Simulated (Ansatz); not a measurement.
In doubt: masses and optical values from hybrid runs of this build are listed as unsure (in some of the runs), which bears on the screening that GW takes from such a start.

SnI4O12 (P-1), computed twice by G0W0.

```cif
data_structure
_symmetry_space_group_name_H-M 'P 1'
_symmetry_Int_Tables_number 1
_cell_length_a 5.0576
_cell_length_b 6.2808
_cell_length_c 8.3865
_cell_angle_alpha 87.680
_cell_angle_beta 88.647
_cell_angle_gamma 89.031
_cell_volume 266.08
loop_
_atom_site_label
_atom_site_type_symbol
_atom_site_fract_x
_atom_site_fract_y
_atom_site_fract_z
_atom_site_occupancy
Sn1 Sn 0.00000 0.00000 0.50000 1
I2 I 0.50611 0.77647 0.23704 1
I3 I 0.49389 0.22353 0.76296 1
I4 I 0.98064 0.69937 0.84369 1
I5 I 0.01936 0.30063 0.15631 1
O6 O 0.78288 0.95906 0.29666 1
O7 O 0.21712 0.04094 0.70334 1
O8 O 0.30312 0.79542 0.42384 1
O9 O 0.69688 0.20458 0.57616 1
O10 O 0.84722 0.74543 0.63692 1
O11 O 0.15278 0.25457 0.36308 1
O12 O 0.82609 0.43520 0.88540 1
O13 O 0.17391 0.56480 0.11460 1
O14 O 0.66745 0.52883 0.29066 1
O15 O 0.33255 0.47117 0.70934 1
O16 O 0.73142 0.86201 0.94562 1
O17 O 0.26858 0.13799 0.05438 1
```

Geometry: measured cell, ions relaxed with PBE. The runs that relaxed it are not among those shown. Spin-orbit coupling is left out unless a run names it.

The first (Ansatz 0.2.0; start PBE, 4×2×2 mesh, 1000 empty bands, screening to 140 eV, PAW set soft_1 files; 1 × NVIDIA H100 80GB HBM3 (shared by 6 runs) with 2 threads of AMD EPYC 7R13 (Zen 3), shared host) gave, on its mesh: starting gap 2.75 eV, G0W0 gap 4.11 eV, RPA ε∞ (mean) 4.37, 66 s.

The second changes start from PBE to HSE06. What does it give?

It gave: starting gap 4.00 eV, G0W0 gap 4.81 eV, RPA ε∞ (mean) 3.48, 5.7 min. The G0W0 gap moves by +0.70 eV, +1.26 eV from the start and −0.55 eV from the correction. Σc changes by −0.54 eV at the valence top and −0.03 eV at the conduction bottom, and Σx − Vxc between them by −1.07 eV.

Limits: not at the basis limit; no spin-orbit coupling; coarse k mesh.

[Paths, hosts, dates, memory and timing lines, banners, echoed tables and standing remarks are left out of the program output.]

[Logs are printed without paths, hosts, clocks, repeated set-up lines and the standing remarks that a program may print on its own settings, such as how far it seeks lower states.]

[Runs of the session that timed out or met a known fault of the program may be left out.]

[Cells called generated may have been cut or substituted from an entry of the Crystallography Open Database or the Materials Project.]

[Hosts, paths, dates, database ids (printed as entryN), source tags and the programs' standing remarks are cut or masked in the printed files.]
